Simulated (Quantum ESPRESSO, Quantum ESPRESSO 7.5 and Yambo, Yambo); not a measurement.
# Ga2O3 (R-3c): the gap under hydrostatic strain

Does PBE give the same change of gap under hydrostatic strain as G0W0? The case is Ga2O3 (R-3c).

Calculated with Quantum ESPRESSO 7.5 and Yambo 5.3.0; PBE and many-body steps on it, plane waves.

Report form: the programs' logs are mostly left out.

## (1) The structure

The structure is trigonal, space group R-3c (No. 167). The conventional cell has a = 4.997 Å, b = 4.997 Å, c = 13.451 Å, α = 90.00°, β = 90.00°, γ = 120.00°. Nearest to Ga lie 6 O at 1.93 to 2.08 Å. Nearest to O lie 4 Ga at 1.93 to 2.08 Å. Farther neighbours and most contacts between anions are not listed.

The cell and positions are those that the Materials Project relaxed with its own functionals (PBE, PBE+U or r2SCAN), before strain.

## (2) Ground state

This step: Quantum ESPRESSO 7.5; DFT, PBE, plane waves, norm-conserving pseudopotentials.

The ground-state density comes first.

File pw.in:

```
&control
  calculation = 'scf'
  prefix = 'x'
  outdir = 'o'
  pseudo_dir = 'pseudo'
/
&system
  ibrav = 0
  nat = 10
  ntyp = 2
  ecutwfc = 104.0
  nbnd = 69
  force_symmorphic = .true.
/
&electrons
  conv_thr = 1e-10
  electron_maxstep = 80
  mixing_beta = 0.5
/
ATOMIC_SPECIES
  Ga 69.723 Ga.upf
  O 15.999 O.upf
CELL_PARAMETERS angstrom
  2.4986991939 1.4426246522 4.4835497685
  -2.4986991939 1.4426246522 4.4835497685
  0.0000000000 -2.8852493044 4.4835497685
ATOMIC_POSITIONS crystal
  Ga 0.8555855800 0.8555855800 0.8555855800
  Ga 0.6444144200 0.6444144200 0.6444144200
  Ga 0.1444144200 0.1444144200 0.1444144200
  Ga 0.3555855800 0.3555855800 0.3555855800
  O 0.7500000000 0.4468328200 0.0531671800
  O 0.4468328200 0.0531671800 0.7500000000
  O 0.0531671800 0.7500000000 0.4468328200
  O 0.2500000000 0.5531671800 0.9468328200
  O 0.9468328200 0.2500000000 0.5531671800
  O 0.5531671800 0.9468328200 0.2500000000
K_POINTS automatic
  6 6 6 0 0 0
```

Started as:

```sh
> OMP_NUM_THREADS=1 mpirun -n 4 pw.x -nk 4 -in pw.in > pw.out
```

It took 3.4 min on 4 MPI ranks of Arm Neoverse V2, shared host; peak memory 1.2 GiB; 13 min of CPU time.

Numbers from this step:

```yaml
total_energy: -29734.4359 eV
gap: 2.834 eV
k_of_the_valence_top: 0, 0.1667, -0.1667
k_of_the_conduction_bottom: 0, 0, 0
least_direct_gap: 3.083 eV
```

The gap is indirect, with the least direct gap 0.25 eV higher.

## (3) Empty states on the mesh, 4×4×4 mesh, 126 bands

The sums over transitions need many empty states on a uniform mesh; this step solves for them.

Edit pw.in of step 2 so:

```diff
@@ -1,3 +1,3 @@
 &control
-  calculation = 'scf'
+  calculation = 'nscf'
   prefix = 'x'
@@ -11,3 +11,3 @@
   ecutwfc = 104.0
-  nbnd = 69
+  nbnd = 126
   force_symmorphic = .true.
@@ -15,5 +15,6 @@
 &electrons
-  conv_thr = 1e-10
+  conv_thr = 1e-9
   electron_maxstep = 80
-  mixing_beta = 0.5
+  diago_full_acc = .true.
+  diago_thr_init = 5e-6
 /
@@ -38,2 +39,2 @@
 K_POINTS automatic
-  6 6 6 0 0 0
+  4 4 4 0 0 0
```

Run time: 48 s. Hardware: 4 MPI ranks; peak memory 0.89 GiB.

This step gave:

| Property | Result |
| --- | --- |
| gap | 2.874 eV |
| k of the valence top | 0, 0, 0.25 |
| k of the conduction bottom | 0, 0, 0 |
| least direct gap | 3.083 eV |
| k points computed | 14 |
| lowest point of the top converged band, above the valence top | 39.37 eV |

On this mesh the gap is 2.874 eV. The earlier step found 2.834 eV, so this mesh misses an edge.

## (4) Conversion and set-up

This step: Yambo 5.3.0; conversion and set-up on PBE, plane waves, norm-conserving pseudopotentials.

The states are converted to the many-body program's format and the q mesh is built.

Started as:

```sh
> (cd o/x.save; p2y > p2y.log; mv SAVE ../..); yambo > setup.log
```

Wall time 2.9 s (1 MPI rank); peak memory 0.26 GiB.

## (5) G0W0, strain +0 %

G0W0 replaces the xc potential by the self-energy, built once from these orbitals. Only a window of levels is corrected, while the sums run over the empty bands that the input names.

This step: G0W0 on PBE, plane waves, norm-conserving pseudopotentials.

File gw1.in:

```
HF_and_locXC
gw0
dyson
ppa
em1d
rim_cut
RandQpts= 1000000
RandGvec= 1 RL
EXXRLvcs= 104 Ry
VXCRLvcs= 416 Ry
Chimod= "HARTREE"
% BndsRnXp
 1 | 126 |
%
NGsBlkXp= 7 Ry
% LongDrXp
 1 | 1 | 1 |
%
% GbndRnge
 1 | 126 |
%
DysSolver= "n"
ExtendOut
PPAPntXp= 27.21138 eV
% QPkrange
 2 | 2 | 59 | 62 |
 1 | 1 | 59 | 62 |
%
```

Started as:

```sh
> OMP_NUM_THREADS=2 mpirun -n 2 yambo -F gw1.in -J gw1 -C gw1 > gw1.log
```

Wall time 13 min (2 MPI ranks); peak memory 5 GiB.

Numbers from this step:

```
G0W0 gap on the points computed              : 4.341 eV
starting gap on the mesh                     : 2.874 eV
k of the valence top                         : 0, 0, 0.25
k of the conduction bottom                   : 0, 0, 0
least direct G0W0 gap on the computed points : 4.534 eV
Z at the valence top                         : 0.7939
Z at the conduction bottom                   : 0.8432
```

The gap on the mesh goes from 2.87 eV to 4.34 eV, a correction of +1.47 eV. The start differs from the 2.83 eV found before because the two sample other k points.

## (6) G0W0, strain -1 %

The cell differs from the one that the last finished run ended in (a 5.332 → 5.278 Å, b 5.332 → 5.278 Å, c 5.332 → 5.278 Å).

gw2.in, as its differences from gw1.in of step 5:

```diff
@@ -14,3 +14,3 @@
 %
-NGsBlkXp= 7 Ry
+NGsBlkXp= 199 RL
 % LongDrXp
```

Started as:

```sh
> OMP_NUM_THREADS=2 mpirun -n 2 yambo -F gw2.in -J gw2 -C gw2 > gw2.log
```

Run time: 13 min. Hardware: 2 MPI ranks; peak memory 5 GiB.

This step gave:

| Quantity | Value |
| --- | --- |
| G0W0 gap on the points computed | 4.760 eV |
| starting gap on the mesh | 3.207 eV |
| k of the valence top | 0, 0, 0.25 |
| k of the conduction bottom | 0, 0, 0 |
| least direct G0W0 gap on the computed points | 4.970 eV |

The gap on the mesh goes from 3.21 eV to 4.76 eV, a correction of +1.55 eV.

Ground state, empty states and screening of this cell were made anew, as for the first cell; those steps are not shown. 

## (7) G0W0, strain +1 %

The cell differs from the one that the last finished run ended in (a 5.278 → 5.385 Å, b 5.278 → 5.385 Å, c 5.278 → 5.385 Å).

gw3.in is the same as gw2.in of step 6.

Started as:

```sh
> OMP_NUM_THREADS=2 mpirun -n 2 yambo -F gw3.in -J gw3 -C gw3 > gw3.log
```

Run time: 13 min. Hardware: 2 MPI ranks; peak memory 5.6 GiB; 45 min of CPU time.

Numbers from this step:

```yaml
g0w0_gap_on_the_points_computed: 3.934 eV
starting_gap_on_the_mesh: 2.553 eV
k_of_the_valence_top: 0, 0, 0.25
k_of_the_conduction_bottom: 0, 0, 0
least_direct_g0w0_gap_on_the_computed_points: 4.112 eV
```

The gap on the mesh goes from 2.55 eV to 3.93 eV, a correction of +1.38 eV.

Again on this cell's own states.

## (8) G0W0, strain -2 %

The cell differs from the one that the last finished run ended in (a 5.385 → 5.225 Å, b 5.385 → 5.225 Å, c 5.385 → 5.225 Å).

gw4.in is the same as gw3.in of step 7.

Started as:

```sh
> OMP_NUM_THREADS=2 mpirun -n 2 yambo -F gw4.in -J gw4 -C gw4 > gw4.log
```

It took 11 min on 2 MPI ranks; peak memory 5 GiB.

This step gave:

```
G0W0 gap on the points computed              : 5.191 eV
starting gap on the mesh                     : 3.554 eV
k of the valence top                         : 0, 0, 0.25
k of the conduction bottom                   : 0, 0, 0
least direct G0W0 gap on the computed points : 5.419 eV
```

The gap on the mesh goes from 3.55 eV to 5.19 eV, a correction of +1.64 eV.

Again on this cell's own states.

## (9) G0W0, strain +2 %

The cell differs from the one that the last finished run ended in (a 5.225 → 5.438 Å, b 5.225 → 5.438 Å, c 5.225 → 5.438 Å).

gw5.in is the same as gw4.in of step 8.

Started as:

```sh
> OMP_NUM_THREADS=2 mpirun -n 2 yambo -F gw5.in -J gw5 -C gw5 > gw5.log
```

It took 13 min on 2 MPI ranks; peak memory 5.6 GiB; 45 min of CPU time.

This step gave:

```yaml
g0w0_gap_on_the_points_computed: 3.536 eV
starting_gap_on_the_mesh: 2.247 eV
k_of_the_valence_top: 0, 0, 0.25
k_of_the_conduction_bottom: 0, 0, 0
least_direct_g0w0_gap_on_the_computed_points: 3.701 eV
```

The gap on the mesh goes from 2.25 eV to 3.54 eV, a correction of +1.29 eV.

Again on this cell's own states.

## (10) The series

One mesh (4×4×4), Godby-Needs plasmon pole, 126 bands in every cell; hydrostatic strain per length. Fractional positions are the same in all cells, though this structure has free coordinates, so these are clamped-ion slopes.

```csv
strain (%),PBE gap (eV),G0W0 gap (eV),least direct G0W0 gap (eV),G0W0 edges
-2,3.554,5.191,5.419,"(0.000, 0.000, 0.250) to Γ"
-1,3.207,4.760,4.970,"(0.000, 0.000, 0.250) to Γ"
+0,2.874,4.341,4.534,"(0.000, 0.000, 0.250) to Γ"
+1,2.553,3.934,4.112,"(0.000, 0.000, 0.250) to Γ"
+2,2.247,3.536,3.701,"(0.000, 0.000, 0.250) to Γ"
```

## (11) What came out

| Quantity | Value |
| --- | --- |
| slope under compression | −340 (PBE) and −425 (G0W0) meV per % |
| slope under tension | −314 (PBE) and −402 (G0W0) meV per % |
| ions | clamped: fractional positions held |
| GW settings, unstrained cell | 4×4×4 mesh, 126 bands |
| known limits | not at the basis limit; no spin-orbit coupling |

In words: On the side of compression the slopes of gap against strain are −340 (PBE) and −425 (G0W0) meV per %. On the side of tension the slopes of gap against strain are −314 (PBE) and −402 (G0W0) meV per %. One line through all points gives volume deformation potentials of -10.90 eV (PBE) and -13.79 eV (G0W0). Gaps are read on the mesh, so a valley between its points is missed. Bands and cutoff are finite, so the gap is not at the basis limit. The miss can reach some tenths of an eV and take either sign; the mesh is an error of its own. In the G0W0 run levels were corrected at 2 k points alone, so a gap called «on the mesh» is the least over those, and an edge elsewhere would be missed. The many-body steps are scalar-relativistic: spin-orbit coupling is not in them.

[Paths, hosts, dates, memory and timing lines, banners, echoed tables and standing remarks are left out of the program output.]

[Logs are printed without paths, hosts, clocks, repeated set-up lines and the standing remarks that a program may print on its own settings, such as how far it seeks lower states.]

[Runs of the session that timed out or met a known fault of the program may be left out.]

[Hosts, paths, dates, database ids (printed as entryN), source tags and the programs' standing remarks are cut or masked in the printed files.]
